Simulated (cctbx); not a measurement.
# Finding the light atoms

Cell a = 6.2350 Å, b = 6.2410 Å, c = 12.1500 Å, α = 77.30°, β = 76.33°, γ = 60.44°; space group P-1 (no. 2); content Co2 S8 F4 Li16. The heavier atoms are placed; Li is still missing.

Simulated single-crystal data (cctbx): Ag Kα, λ = 0.56087 Å, to d = 0.6 Å, 70 % of the full sphere, strongest reflection 70000 counts, noise from counting, a 2 % proportional error and a noise floor of 15 counts (s.d.); no absorption.

Refinement without Li (map in e/Å³):

```text
Rint 0.017, 3520 unique reflections to 0.60 A
cycle     R1     wR2    GooF  max shift (A)
   1  0.2882  0.5593  14.761   0.05423
   2  0.1295  0.2908   7.676   0.00005
final R1 0.1295 wR2 0.2908 GooF 7.676  parameters 26  data/parameter 135.4
atom        x        y        z      Ueq    occ   su(xyz)  su(Uiso or U11)
Co1    0.50000  0.50000  0.50000   0.0007  1.000  0.00000  0.0002
Co2    0.00000  0.00000  0.00000   0.0040  1.000  0.00000  0.0003
S1     0.95492  0.28106  0.12332   0.0021  1.000  0.00031  0.0003
S2     0.73195  0.34679  0.87519   0.0041  1.000  0.00033  0.0003
S3     0.84174  0.54054  0.38510   0.0039  1.000  0.00033  0.0003
S4     0.46892  0.75525  0.61954   0.0041  1.000  0.00032  0.0003
F1     0.62449  0.96019  0.14464   0.0027  1.000  0.00079  0.0006
F2     0.77838  0.11795  0.63824   0.0097  1.000  0.00101  0.0008
difference map: max 12.57 min -1.72 rms 0.80
Q1    0.4339  0.0910  0.6647    2   13.05  2.14 A from S3
Q2    0.2842  0.9491  0.1650    2   13.02  2.06 A from S2
Q3    0.4149  0.6952  0.8175    2   12.69  2.18 A from F1
Q4    0.2907  0.4145  0.0020    2   11.95  2.27 A from S2
Q5    0.2023  0.5782  0.3185    2   11.78  2.14 A from F2
Q6    0.0609  0.4128  0.8189    2   11.49  2.13 A from S1
Q7    0.1859  0.2321  0.4871    2   11.45  2.25 A from S3
Q8    0.1245  0.7633  0.6794    2   11.27  2.08 A from S4
```

The data are simulated with cctbx, not measured: neutrons of λ = 0.84 Å, to d = 0.8 Å, 70 % of the full sphere, strongest reflection 5000 counts, noise from counting, a 2 % proportional error and a noise floor of 15 counts (s.d.); no absorption.

Refinement without Li (map in fm/Å³; only maxima are listed):

```text
Rint 0.044, 1476 unique reflections to 0.80 A
cycle     R1     wR2    GooF  max shift (A)
   1  0.4199  0.7365  10.151   0.05622
   3  0.3865  0.7086   9.766   0.00011
final R1 0.3865 wR2 0.7086 GooF 9.766  parameters 26  data/parameter 56.8
atom        x        y        z      Ueq    occ   su(xyz)  su(Uiso or U11)
Co1    0.50000  0.50000  0.50000   0.0216  1.000  0.00000  0.0078
Co2    0.00000  0.00000  0.00000   0.0026  1.000  0.00000  0.0052
S1     0.95713  0.28169  0.11973   0.0158  1.000  0.00447  0.0049
S2     0.73625  0.33553  0.87480   0.0144  1.000  0.00449  0.0045
S3     0.83903  0.54034  0.38541   0.0057  1.000  0.00361  0.0038
S4     0.47000  0.74979  0.61738   0.0121  1.000  0.00420  0.0042
F1     0.62378  0.96112  0.14401   0.0009  1.000  0.00168  0.0022
F2     0.77728  0.11628  0.64051   0.0084  1.000  0.00201  0.0025
difference map: max 7.74 min -12.28 rms 1.09
Q1    0.3734  0.0464  0.8619    2    8.18  0.09 A from F1
Q2    0.2164  0.8752  0.3671    2    7.49  0.11 A from F2
Q3    0.0528  0.7023  0.8715    2    7.10  0.14 A from S1
Q4    0.4694  0.7656  0.6226    2    5.69  0.13 A from S4
Q5    0.2710  0.6374  0.1270    2    5.45  0.15 A from S2
Q6    0.1261  0.4697  0.6262    2    5.14  0.22 A from S3
Q7    0.5000  0.5000  0.5000    1    4.26  0.00 A from Co1
Q8    0.1377  0.5953  0.3732    2    2.94  2.02 A from S3
```

**Question.** Where is Li, and which data fix it better?

Li sits at (0.8743, 0.2342, 0.3206), (0.9406, 0.5861, 0.1810), (0.7971, 0.4219, 0.6813), (0.8147, 0.7671, 0.5128), (0.7103, 0.5846, 0.9977), (0.7165, 0.0513, 0.8348), (0.5666, 0.9088, 0.3357) and (0.4135, 0.6964, 0.8182). Adding it takes R1 from 0.130 to 0.031 with X-rays and from 0.387 to 0.044 with neutrons. Its largest coordinate s.u. is 0.00062 with X-rays and 0.00052 with neutrons, so neutrons fix it better in these data. In the X-ray map Q1, Q2, Q3, Q4, Q5, Q6, Q7 and Q8 mark it. No listed neutron peak is on it. Natural Li has a negative scattering length, so it shows as a hole in the neutron map (minimum -12.3), not among the maxima.

Final neutron refinement:

```text
Rint 0.044, 1476 unique reflections to 0.80 A
cycle     R1     wR2    GooF  max shift (A)
   1  0.1374  0.2730   3.805   0.06614
   2  0.0443  0.0811   1.130   0.00001
final R1 0.0443 wR2 0.0811 GooF 1.130  parameters 58  data/parameter 25.4
atom        x        y        z      Ueq    occ   su(xyz)  su(Uiso or U11)
Co1    0.50000  0.50000  0.50000   0.0035  1.000  0.00000  0.0005
Co2    0.00000  0.00000  0.00000   0.0077  1.000  0.00000  0.0005
S1     0.95486  0.28189  0.12354   0.0043  1.000  0.00031  0.0003
S2     0.73178  0.34684  0.87544   0.0059  1.000  0.00033  0.0003
S3     0.84281  0.53990  0.38503   0.0061  1.000  0.00032  0.0003
S4     0.46845  0.75609  0.61947   0.0059  1.000  0.00033  0.0003
F1     0.62512  0.96012  0.14323   0.0043  1.000  0.00016  0.0002
F2     0.78018  0.11861  0.63701   0.0102  1.000  0.00019  0.0002
Li1    0.87437  0.23283  0.32069   0.0083  1.000  0.00050  0.0005
Li2    0.94107  0.58534  0.18108   0.0085  1.000  0.00051  0.0005
Li3    0.79673  0.42156  0.68149   0.0080  1.000  0.00050  0.0005
Li4    0.81529  0.76707  0.51273   0.0102  1.000  0.00052  0.0005
Li5    0.71111  0.58390  0.99731   0.0073  1.000  0.00049  0.0005
Li6    0.71637  0.05182  0.83488   0.0040  1.000  0.00046  0.0005
Li7    0.56756  0.90754  0.33576   0.0029  1.000  0.00045  0.0004
Li8    0.41331  0.69678  0.81810   0.0064  1.000  0.00048  0.0005
difference map: max 0.88 min -0.68 rms 0.15
Q1    0.2676  0.8222  0.3375    2    0.90  0.47 A from F2
Q2    0.1575  0.9468  0.3898    2    0.84  0.52 A from F2
Q3    0.3004  0.0270  0.8625    2    0.78  0.50 A from F1
Q4    0.1644  0.1594  0.5143    2    0.65  0.55 A from Li4
Q5    0.1239  0.3961  0.6399    2    0.56  0.54 A from S3
Q6    0.1775  0.2609  0.3309    2    0.56  1.88 A from Li4
```

This is a model crystal, built by substitution and not relaxed, with assumed displacement parameters.

[Middle refinement cycles are left out of these outputs.]

[Logs are printed without paths, hosts, clocks, repeated set-up lines and the standing remarks that a program may print on its own settings, such as how far it seeks lower states.]
